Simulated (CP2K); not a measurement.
Two runs for the S L₂,₃ edge of mercaptocyclopropane. Run A: CP2K XAS_TDP, all-electron GAPW, PBEh(45%), aug-cc-pVDZ, TDA, ZORA, spin–orbit coupling. Run B differs in one setting.

First lines with a strength over 0.0003. A:

```tsv
atom	energy (eV)	states	strength, one atom
S1 (bonded to C and H)	163.53	1	0.0016
	163.79	1	0.0015
	164.43	1	0.0004
	164.44	1	0.0009
	164.55	1	0.0035
```

B:

```tsv
atom	energy (eV)	states	strength, one atom
S1 (bonded to C and H)	154.50	1	0.0003
	154.67	1	0.0008
	154.75	1	0.0003
	155.07	1	0.0019
	155.11	3	0.0005
```

**Question.** Which was it: GW2X switched on, the functional, the basis?

The functional (functional from PBEh(45%) to PBE; the lines alone don't name the new value). A functional moves all lines by electronvolts and changes their spacings and strengths. The lowest line over the strength cut lies at 154.50 eV, against 163.53 eV (PBEh(45%), aug-cc-pVDZ).

[Banner, clock and machine lines of the logs are left out without a mark of their own.]

[Logs are printed without paths, hosts, clocks, repeated set-up lines and the standing remarks that a program may print on its own settings, such as how far it seeks lower states.]

[Hosts, paths, dates, database ids (printed as entryN), source tags and the programs' standing remarks are cut or masked in the printed files.]
